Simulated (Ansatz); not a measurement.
**bond stretched by 1.5 Å, between Na atomic chains under bias**

Wanted: I(V), the voltage drop and T(E, V).

Program: Ansatz 0.2.0. Level of theory: DFT PBE, plane waves, PAW; current against voltage, self-consistent under bias. Results are calculated unless marked as measured.

**1. Starting point**

The cell holds 24 atoms: 24 Na. Cell: a = 6.000 Å, b = 6.000 Å, c = 92.550 Å, α = 90.0°, β = 90.0°, γ = 90.0°. Electrodes: Na atomic chain; the apex atoms were set 4.850 Å apart. Regions: lower lead, 12 atoms (12 Na); upper lead, 12 atoms (12 Na). Vacuum lies along a, b and c.

**2. The sweep under bias**

Vacuum beyond both ends lets the two leads hold different Fermi levels, and the density is solved anew at each bias. Each lead has 12 atoms, since a wire screens slowly.

input.yaml reads:

```yaml
crystal:
  lattice:
    - [6.0, 0.0, 0.0]
    - [0.0, 6.0, 0.0]
    - [0.0, 0.0, 92.55]
  atoms:
    - { symbol: Na, position: [0.5, 0.5, 0.0] }
    - { symbol: Na, position: [0.5, 0.5, 0.03619665] }
    - { symbol: Na, position: [0.5, 0.5, 0.072393301] }
    - { symbol: Na, position: [0.5, 0.5, 0.108589951] }
    - { symbol: Na, position: [0.5, 0.5, 0.144786602] }
    - { symbol: Na, position: [0.5, 0.5, 0.180983252] }
    - { symbol: Na, position: [0.5, 0.5, 0.217179903] }
    - { symbol: Na, position: [0.5, 0.5, 0.253376553] }
    - { symbol: Na, position: [0.5, 0.5, 0.289573204] }
    - { symbol: Na, position: [0.5, 0.5, 0.325769854] }
    - { symbol: Na, position: [0.5, 0.5, 0.361966505] }
    - { symbol: Na, position: [0.5, 0.5, 0.398163155] }
    - { symbol: Na, position: [0.5, 0.5, 0.450567261] }
    - { symbol: Na, position: [0.5, 0.5, 0.486763911] }
    - { symbol: Na, position: [0.5, 0.5, 0.522960562] }
    - { symbol: Na, position: [0.5, 0.5, 0.559157212] }
    - { symbol: Na, position: [0.5, 0.5, 0.595353863] }
    - { symbol: Na, position: [0.5, 0.5, 0.631550513] }
    - { symbol: Na, position: [0.5, 0.5, 0.667747164] }
    - { symbol: Na, position: [0.5, 0.5, 0.703943814] }
    - { symbol: Na, position: [0.5, 0.5, 0.740140465] }
    - { symbol: Na, position: [0.5, 0.5, 0.776337115] }
    - { symbol: Na, position: [0.5, 0.5, 0.812533766] }
    - { symbol: Na, position: [0.5, 0.5, 0.848730416] }
kpoints:
  mp_grid: { grid: [1, 1, 1] }
scf:
  occupations: { method: fermi_dirac, width: 0.1 }
hamiltonian:
  xc: pbe
output:
  current_voltage:
    leads: [[5, 6], [17, 18]]
    bias: [0.3, 0.6, 1.0, 1.5]
    electrode_ends: [11, 12]
    kmesh: [1, 1]
  write_potential: true
  write_density: true
  volumetric_format: npy
basis:
  ecutwfc: "340 eV"
```

On the command line:

```sh
ansatz run input.yaml --threads 4 --pin off --max-ram 16384MiB --backend cpu --events-out ev --progress --plain --runs-dir out
```

Numbers of over 12 decimals in the logs are rounded to 6 here.

Log:

```text
Warning: basis.ecutwfc = 340 eV is below the records' recommended 420 eV, and the density's cutoff is lower with it unless basis.ecutrho_ratio is high enough to keep the records' density cutoff: compare with a run at a higher cutoff
Engine: ansatz 0.2.0, aarch64-unknown-linux-gnu
Pseudopotentials: kind: paw
Pseudopotential: Na, paw, valence charge 9, recommended cutoff 420 eV (normal), Na.paw.azcp
Functional definition: PBE
  parameter kappa = 0.804
  parameter beta = 0.066725
  exchange = pbe_x(kappa = kappa, mu = beta*pi^2/3)
  correlation = pbe_c(beta = beta)
Crystal: 24 atoms, lattice volume = 3331.800 Å³
Basis set: ecut = 340 eV, 47219 PW (Γ)
Bands: 132, of which v1, the nominal top of the filled ones, is band 108 counted from 1 (107 counted from 0)
Symmetry: 16 space group operations
Space group: P4/mmm (ITA 123), of the structure as read, at distance tolerance 1.5e-4 Å
k-points: 1
Non-local potential: Na, projectors of the file, l = 0: 3, l = 1: 2, l = 2: 1
PAW form: soft (Blöchl's): semilocal exchange-correlation on the pseudo side does not see the compensation charge
PAW one-centre angular grid: Na, 110 points (default); XC on 64 Gauss nodes
Initial density: superposition of atomic densities (neutral atoms: chi_scale 0, normalization atom), corrected by the library's trained network
Initial wavefunctions: pseudopotential atomic-orbital guess
Functional: x = pbe(κ = 0.804, μ = 0.219515), c = pbe(β = 0.066725)
SCF iter   1: F=—  HF=-35670.523260 eV  |F-HF|=—  |Δ(HF+E_count)|=         —  Δρ=2.97e-3  dr2=2.33e1  ethr=1.77e-3  ⟨swp⟩=17.0  Hψ=776  notcnv=0
preconditioner: auto → LDOS  [metal: Δε(μ)=0.176 eV  Ē_g=2.505 eV  σ=0.100 eV  W_gap=0.41  n_scr=322 (ndim 8)  ℏωp=3.2 eV  f_vac=0.439  D(μ)=15.45/eV (n_scr^D=26)  β→1.0]
SCF iter   2: F=—  HF=-35670.218327 eV  |F-HF|=—  |Δ(HF+E_count)|=   3.05e-1  Δρ=1.42e-3  dr2=1.08e0  ethr=1.77e-3  ⟨swp⟩=5.0  Hψ=200  notcnv=0  defer=4
SCF iter   3: F=—  HF=-35670.207720 eV  |F-HF|=—  |Δ(HF+E_count)|=   1.06e-2  Δρ=6.70e-4  dr2=6.66e-2  ethr=5.02e-4  ⟨swp⟩=5.0  Hψ=183  notcnv=0  defer=4
SCF iter   4: F=—  HF=-35670.212901 eV  |F-HF|=—  |Δ(HF+E_count)|=   5.18e-3  Δρ=5.57e-4  dr2=9.35e-3  ethr=3.08e-5  ⟨swp⟩=4.0  Hψ=259  notcnv=0  defer=2
SCF iter   5: F=—  HF=-35670.209771 eV  |F-HF|=—  |Δ(HF+E_count)|=   3.13e-3  Δρ=1.10e-4  dr2=8.98e-4  ethr=4.33e-6  ⟨swp⟩=2.0  Hψ=214  notcnv=0  defer=2
SCF iter   6: F=—  HF=-35670.209868 eV  |F-HF|=—  |Δ(HF+E_count)|=   9.76e-5  Δρ=2.73e-5  dr2=1.52e-4  ethr=4.16e-7  ⟨swp⟩=2.0  Hψ=219  notcnv=0  defer=2
SCF iter   7: F=—  HF=-35670.209910 eV  |F-HF|=—  |Δ(HF+E_count)|=   4.19e-5  Δρ=1.07e-5  dr2=1.94e-5  ethr=7.05e-8  ⟨swp⟩=2.0  Hψ=147  notcnv=0  defer=2
SCF iter   8: F=—  HF=-35670.210074 eV  |F-HF|=—  |Δ(HF+E_count)|=   1.64e-4  Δρ=3.08e-6  dr2=1.64e-6  ethr=8.96e-9  ⟨swp⟩=2.0  Hψ=146  notcnv=0  defer=2
SCF iter   9: F=—  HF=-35670.210075 eV  |F-HF|=—  |Δ(HF+E_count)|=   9.37e-7  Δρ=1.10e-6  dr2=3.52e-7  ethr=7.57e-10  ⟨swp⟩=2.0  Hψ=214  notcnv=0  defer=2
SCF iter  10: F=-35670.210075 eV  HF=-35670.210075 eV  |F-HF|=1.50e-9  |Δ(HF+E_count)|=   3.38e-8  Δρ=4.13e-7  dr2=1.07e-8  ethr=4.63e-11  ⟨swp⟩=33.0  Hψ=720  notcnv=0
SCF 1 converged in 10 iterations: F = -35670.210075 eV  dr2 = 1.07e-8
  greatest PAW one-centre occupation: 1.000 electrons in one spin orbital (limit 2), on the Na atom at site 21 (counted from 0), in its partial waves of l = 0
bias +0 V, iteration  1: dr2 9.70e-3 eV, mean Fermi level -2.1429 eV
bias +0 V, iteration  2: dr2 7.30e-4 eV, mean Fermi level -2.1414 eV
bias +0 V, iteration  3: dr2 8.78e-5 eV, mean Fermi level -2.1418 eV
bias +0 V, iteration  4: dr2 1.43e-5 eV, mean Fermi level -2.1416 eV
bias +0 V, iteration  5: dr2 3.01e-7 eV, mean Fermi level -2.1415 eV
bias +0 V, iteration  6: dr2 3.97e-8 eV, mean Fermi level -2.1414 eV
bias +0.3 V, iteration  1: dr2 7.35e0 eV, mean Fermi level -2.1354 eV
bias +0.3 V, iteration  2: dr2 3.95e-1 eV, mean Fermi level -2.1402 eV
bias +0.3 V, iteration  3: dr2 1.46e-2 eV, mean Fermi level -2.1393 eV
bias +0.3 V, iteration  4: dr2 3.06e-4 eV, mean Fermi level -2.1394 eV
bias +0.3 V, iteration  5: dr2 3.70e-5 eV, mean Fermi level -2.1394 eV
bias +0.3 V, iteration  6: dr2 6.81e-6 eV, mean Fermi level -2.1394 eV
bias +0.3 V, iteration  7: dr2 1.10e-6 eV, mean Fermi level -2.1394 eV
bias +0.3 V, iteration  8: dr2 3.64e-7 eV, mean Fermi level -2.1394 eV
bias +0.3 V, iteration  9: dr2 3.74e-8 eV, mean Fermi level -2.1394 eV
bias +0.6 V, iteration  1: dr2 2.44e-1 eV, mean Fermi level -2.1294 eV
bias +0.6 V, iteration  2: dr2 1.01e-2 eV, mean Fermi level -2.1314 eV
bias +0.6 V, iteration  3: dr2 2.20e-3 eV, mean Fermi level -2.1310 eV
bias +0.6 V, iteration  4: dr2 1.10e-4 eV, mean Fermi level -2.1312 eV
bias +0.6 V, iteration  5: dr2 8.02e-5 eV, mean Fermi level -2.1312 eV
bias +0.6 V, iteration  6: dr2 1.31e-5 eV, mean Fermi level -2.1312 eV
bias +0.6 V, iteration  7: dr2 7.12e-7 eV, mean Fermi level -2.1312 eV
bias +0.6 V, iteration  8: dr2 3.43e-8 eV, mean Fermi level -2.1312 eV
bias +1 V, iteration  1: dr2 3.90e-1 eV, mean Fermi level -2.1035 eV
bias +1 V, iteration  2: dr2 8.92e-2 eV, mean Fermi level -2.1086 eV
bias +1 V, iteration  3: dr2 1.80e-2 eV, mean Fermi level -2.1073 eV
bias +1 V, iteration  4: dr2 6.67e-3 eV, mean Fermi level -2.1073 eV
bias +1 V, iteration  5: dr2 8.91e-4 eV, mean Fermi level -2.1079 eV
bias +1 V, iteration  6: dr2 4.73e-5 eV, mean Fermi level -2.1080 eV
bias +1 V, iteration  7: dr2 3.79e-5 eV, mean Fermi level -2.1080 eV
bias +1 V, iteration  8: dr2 2.05e-6 eV, mean Fermi level -2.1080 eV
bias +1 V, iteration  9: dr2 2.68e-6 eV, mean Fermi level -2.1080 eV
bias +1 V, iteration 10: dr2 3.39e-8 eV, mean Fermi level -2.1081 eV
bias +1.5 V, iteration  1: dr2 2.41e0 eV, mean Fermi level -2.0651 eV
bias +1.5 V, iteration  2: dr2 8.76e-1 eV, mean Fermi level -2.0794 eV
bias +1.5 V, iteration  3: dr2 6.26e-2 eV, mean Fermi level -2.0727 eV
bias +1.5 V, iteration  4: dr2 2.12e-2 eV, mean Fermi level -2.0729 eV
bias +1.5 V, iteration  5: dr2 1.03e-2 eV, mean Fermi level -2.0740 eV
bias +1.5 V, iteration  6: dr2 5.34e-4 eV, mean Fermi level -2.0736 eV
bias +1.5 V, iteration  7: dr2 2.77e-4 eV, mean Fermi level -2.0740 eV
bias +1.5 V, iteration  8: dr2 4.89e-5 eV, mean Fermi level -2.0740 eV
bias +1.5 V, iteration  9: dr2 9.39e-6 eV, mean Fermi level -2.0741 eV
bias +1.5 V, iteration 10: dr2 2.07e-6 eV, mean Fermi level -2.0741 eV
bias +1.5 V, iteration 11: dr2 1.01e-6 eV, mean Fermi level -2.0741 eV
bias +1.5 V, iteration 12: dr2 5.93e-7 eV, mean Fermi level -2.0741 eV
bias +1.5 V, iteration 13: dr2 1.12e-8 eV, mean Fermi level -2.0741 eV
transmission: 8 of 46 steps passed
transmission: 16 of 46 steps passed
[...]
transmission: 46 of 46 steps passed
WARN: The output density's exchange-correlation potential varies sharply where the density is thin. Do not read a vacuum level from v_tot or v_xc, or from such a field of the output density. On a cell that repeats whose density bears no net charge and no dipole along the vacuum's axis use v_es (v_loc + v_h of the components); under efield.dipole_correction with no amplitude use v_es + v_field, which holds any externa [...]
SCF converged after 10 iterations
Free energy (F): -35670.210075 eV
Harris-Foulkes:  -35670.210075 eV  (|F-HF|=1.50e-9)
Internal energy: -35669.686583 eV  (E = F + TS)
E sigma→0 (E₀):  -35669.948329 eV
Entropy (-TS):   -0.523492 eV (-21.812 meV/atom)
Fermi energy:    -2.136463 eV
--- Per-component energies (eV) ---
  E_band       = -6676.039096
  E_kinetic    = 2853.698732
  E_local      = -65165.214244  (includes V_loc(G=0)·N_el)
  E_nonlocal   = 2755.742051
  E_hartree    = 27497.361252
  E_xc         = -896.185963
  E_vxc        = -1150.737616  (∫ρ·V_xc dr)
  E_paw        = -6317.691925  (= ΣΔE_a)
  E_vpaw       = -964.246283  (= ΣTr[D̂ρ^β])
  E_aug_tail   = -0.000843  (compensation charges beyond the density's cutoff)
  E_ewald      = 3602.604357
  E_smearing   = -0.523492  (= −TS)
  E_closure    = -0.000000  (closes the sum)
  Σ components = -35670.210075   (vs F -35670.210075, Δ=0.00e0)
--- Band table (eV) ---
  k-point 0: bands = [... 104 lower, -2.5125, -2.4586, -2.3047, -2.2321, -2.0601, -1.9702, -1.7612, -1.6529, ... 20 higher]
--- Current–voltage curve ---
  leads      : [5, 6] from 0.00 to 36.85 and [17, 18] from 41.70 to 78.55 Å, reservoirs outside 23.45 and 55.10
  electrodes : end at 36.85 and 41.70 Å
  density    : 303 bands, filled at a thermal energy of 2.585e-2 eV; current at 300 K
  bias (V)   current (A)   every other point   every other energy   edges, levels   drop (V)   electrons moved   misfit (meV)   iterations
        +0      0.0000e0                   -             0.0000e0        0.0000e0     +0.000            0.00e0           11.5   6
      +0.3     1.6619e-5                   -            1.6619e-5        0.0000e0     +0.109           1.03e-2           46.8   9
      +0.6     3.1434e-5                   -            3.1434e-5        0.0000e0     +0.229           2.31e-2           76.2   8
        +1     5.0497e-5                   -            5.0497e-5      1.2502e-11     +0.350           4.07e-2           64.5   10
      +1.5     7.1973e-5                   -            7.1975e-5        0.0000e0     +0.534           6.16e-2           42.4   13
  At 0 V the conductance is 5.6616e-5 S, 1.5727e14 S/m².
```

The job ended after 5.6 min (4 threads of Arm Neoverse V2, shared host; peak memory 3.8 GiB; 21 min of CPU time).

Reading the cycles: dr2 is the Hartree energy of the density residual (eV), the measure of convergence; HF is the Harris–Foulkes estimate of the energy, which meets the free energy F at convergence.

This step gave:

```
conductance at zero bias    : 0.7307 G₀
current at the highest bias : 71.97 μA
largest misfit of the leads : 76.23 meV
```

Cell area 36.000 Å^2. Current through one cell against bias:

```csv
bias (V),current through one cell (μA)
0.000,0
0.300,16.6
0.600,31.4
1.000,50.5
1.500,72.0
```

Bias 0 V. Transmission and channels at 0 V against energy, zero at the mean Fermi level:

```csv
energy (eV),transmission,"channels, lower lead","channels, upper lead"
-0.259,0.621,1,1
-0.233,0.642,1,1
-0.207,0.660,1,1
-0.181,0.677,1,1
-0.155,0.691,1,1
-0.129,0.703,1,1
-0.103,0.713,1,1
-0.078,0.720,1,1
-0.052,0.726,1,1
-0.026,0.730,1,1
0.000,0.733,1,1
0.026,0.734,1,1
0.052,0.734,1,1
0.078,0.734,1,1
0.103,0.732,1,1
0.129,0.730,1,1
0.155,0.728,1,1
0.181,0.726,1,1
0.207,0.724,1,1
0.233,0.722,1,1
0.259,0.721,1,1
```

Bias 0.6 V. Table of transmission and channels at 0.6 V by energy, zero at the mean Fermi level:

```csv
energy (eV),transmission,"channels, lower lead","channels, upper lead"
-0.569,0.366,1,1
-0.517,0.438,1,1
-0.465,0.502,1,1
-0.414,0.554,1,1
-0.362,0.592,1,1
-0.310,0.617,1,1
-0.233,0.639,1,1
-0.181,0.648,1,1
-0.129,0.656,1,1
-0.078,0.663,1,1
-0.026,0.671,1,1
0.000,0.675,1,1
0.026,0.679,1,1
0.078,0.688,1,1
0.129,0.698,1,1
0.181,0.707,1,1
0.233,0.717,1,1
0.310,0.731,1,1
0.362,0.740,1,1
0.414,0.750,1,1
0.465,0.759,1,1
0.517,0.769,1,1
0.569,0.779,1,1
```

Bias 1.5 V. Table of transmission and channels at 1.5 V by energy, zero at the mean Fermi level:

```csv
energy (eV),transmission,"channels, lower lead","channels, upper lead"
-1.034,0,0,1
-0.982,0,0,1
-0.931,0,0,1
-0.879,0,0,1
-0.801,0,0,1
-0.750,0,0,1
-0.698,0.00459,1,1
-0.646,0.338,1,1
-0.595,0.455,1,1
-0.543,0.493,1,1
-0.465,0.500,1,1
-0.414,0.502,1,1
-0.362,0.508,1,1
-0.310,0.519,1,1
-0.259,0.535,1,1
-0.207,0.554,1,1
-0.129,0.587,1,1
-0.078,0.610,1,1
-0.026,0.633,1,1
0.000,0.645,1,1
0.026,0.656,1,1
0.078,0.678,1,1
0.129,0.698,1,1
0.207,0.726,1,1
0.259,0.743,1,1
0.310,0.759,1,1
0.362,0.773,1,1
0.414,0.786,1,1
0.465,0.798,1,1
0.543,0.815,1,1
0.595,0.826,1,1
0.646,0.837,1,1
0.698,0.848,1,1
0.750,0.859,1,1
0.801,0.871,1,1
0.879,0.888,1,1
0.931,0.899,1,1
0.982,0.911,1,1
1.034,0.922,1,1
```

The Hartree potential energy less that at 0 V, planar mean (0.3 V) oscillates, so the rows of the table below give means over windows of 5 Å about each position, cut where the curve ends. Its maxima inside the range that stand out by 2 % of the span (Å: eV): -0.5: 0.154, 18.0: 0.0516, 24.0: 0.0666, 30.4: 0.0694, 36.7: 0.0712, 44.7: -0.0153, 52.1: -0.0204, 58.9: -0.0367, 67.3: -0.0664. Its minima: 15.9: 0.0412, 20.9: 0.0200, 27.0: 0.0131, 33.5: 0.0111, 41.2: -0.0768, 48.4: -0.0681, 55.5: -0.0653, 65.0: -0.0737, 78.7: -0.145.

The Hartree potential energy less that at 0 V, planar mean by z; means over each step:

```csv
z (Å),0.3 V (eV),0.6 V (eV),1 V (eV),1.5 V (eV)
-5,0.0702,0.152,0.273,0.440
0,0.146,0.306,0.528,0.813
5,0.125,0.270,0.478,0.755
10,0.0827,0.183,0.328,0.550
15,0.0523,0.120,0.198,0.315
20,0.0360,0.0859,0.155,0.235
25,0.0433,0.0956,0.148,0.237
30,0.0481,0.0913,0.148,0.249
35,0.0396,0.0787,0.131,0.166
40,-0.0299,-0.0645,-0.116,-0.196
45,-0.0327,-0.0715,-0.143,-0.266
50,-0.0456,-0.112,-0.219,-0.379
55,-0.0506,-0.114,-0.199,-0.322
60,-0.0406,-0.108,-0.208,-0.356
65,-0.0672,-0.154,-0.271,-0.430
70,-0.0948,-0.201,-0.339,-0.520
75,-0.124,-0.250,-0.412,-0.614
80,-0.127,-0.249,-0.399,-0.573
85,-0.0386,-0.0674,-0.0890,-0.0957
```

The electron density less that at 0 V, planar mean (0.3 V) oscillates, so the rows of the table below give means over windows of 5 Å about each position, cut where the curve ends. Its maxima inside the range that stand out by 2 % of the span (Å: e/Å³): -1.1: 7.1e-5, 6.9: 2.4e-5, 12.2: 3.8e-5, 18.3: 9.8e-5, 24.3: 1.4e-4, 30.7: 1.4e-4, 37.3: 1.9e-4, 44.4: 1.1e-4, 52.5: 9.2e-5, 57.9: 5.5e-5, 62.0: 3.9e-5, 67.6: 5.6e-5, 74.0: 3.5e-5. Its minima: 2.7: -1.1e-5, 9.5: -4.1e-5, 15.9: -6.0e-5, 21.2: -1.4e-4, 27.4: -1.4e-4, 33.5: -1.5e-4, 40.7: -1.9e-4, 48.4: -1.0e-4, 55.5: -8.7e-5, 60.2: -4.9e-6, 64.4: -5.4e-5, 71.0: -5.3e-5, 79.7: -6.5e-5.

Table of electron density less that at 0 V, planar mean by z; means over each step:

```csv
z (Å),0.3 V (e/Å³),0.6 V (e/Å³),1 V (e/Å³),1.5 V (e/Å³)
-5,7.5e-6,1.5e-5,2.6e-5,4.0e-5
0,3.1e-5,6.1e-5,9.8e-5,1.4e-4
5,7.9e-6,1.9e-5,2.9e-5,4.6e-5
10,-8.1e-6,-2.1e-5,-2.7e-5,-4.9e-6
15,-1.4e-5,-3.1e-5,-4.8e-5,-6.5e-5
20,-1.9e-5,-2.4e-5,4.5e-6,1.7e-5
25,1.6e-5,5.1e-5,7.0e-5,5.8e-5
30,3.8e-5,5.7e-5,6.3e-5,8.3e-5
35,-3.9e-7,-1.6e-5,-4.8e-5,-1.1e-4
40,-5.4e-5,-1.1e-4,-1.5e-4,-1.7e-4
45,4.6e-5,1.1e-4,1.8e-4,2.5e-4
50,-9.3e-6,-4.4e-5,-1.0e-4,-1.8e-4
55,-2.2e-5,-3.1e-5,-1.0e-5,4.0e-5
60,2.6e-5,4.0e-5,5.1e-5,4.3e-5
65,-9.2e-6,-1.9e-5,-2.4e-5,-1.3e-5
70,-4.4e-6,-3.8e-6,-3.9e-6,-4.3e-6
75,7.4e-6,1.8e-5,2.2e-5,2.6e-5
80,-3.6e-5,-7.3e-5,-1.2e-4,-1.9e-4
85,-1.8e-6,-3.3e-6,-4.0e-6,-3.5e-6
```

By hand: at 1.5 V the window reaches from -0.75 to 0.75 eV, and the mean transmission a spin over it is 0.618. With sharp Fermi edges I = G0 × V × T̄ = 77.48 μS × 1.5 V × 0.618 = 71.8 μA, against 72.0 μA from the program at 300 K.

The zero-bias conductance is 0.731 G₀; current over voltage goes 0.715 at +0.3 V, 0.676 at +0.6 V, 0.652 at +1 V and 0.619 at +1.5 V in the same unit. The leads' misfit reaches 76 meV.

**3. Results**

```yaml
conductance_at_zero_bias: 0.731 G₀
current_at_plus_0p3_v: 16.6 μA
current_at_plus_0p6_v: 31.4 μA
current_at_plus_1_v: 50.5 μA
current_at_plus_1p5_v: 72.0 μA
```

**Reading.** The junction conducts 0.731 G₀ at zero bias and carries 72.0 μA at 1.50 V. At 1.50 V the current is 0.85 times what the zero-bias conductance would give; over all biases of the sweep that ratio lies between 0.85 and 0.98. Of the 1.50 V, 0.53 V drops at the junction and the rest at the reservoirs. The leads' misfit reaches 76 meV, above the few hundredths of an eV that the manual allows, so the currents are rough. A wire screens slowly, so the current depends on the leads' length and the box width; neither was converged here. Transport is coherent and elastic here: the atoms are frozen, so scattering by vibrations plays no part. The box is narrow for bonds this long, so the chain feels its sideways images. A cutoff under the files' recommended one was taken to save time; its effect on T(E) was not tested here.

[Logs are printed without paths, hosts, clocks, repeated set-up lines and the standing remarks that a program may print on its own settings, such as how far it seeks lower states.]

[Hosts, paths, dates, database ids (printed as entryN), source tags and the programs' standing remarks are cut or masked in the printed files.]
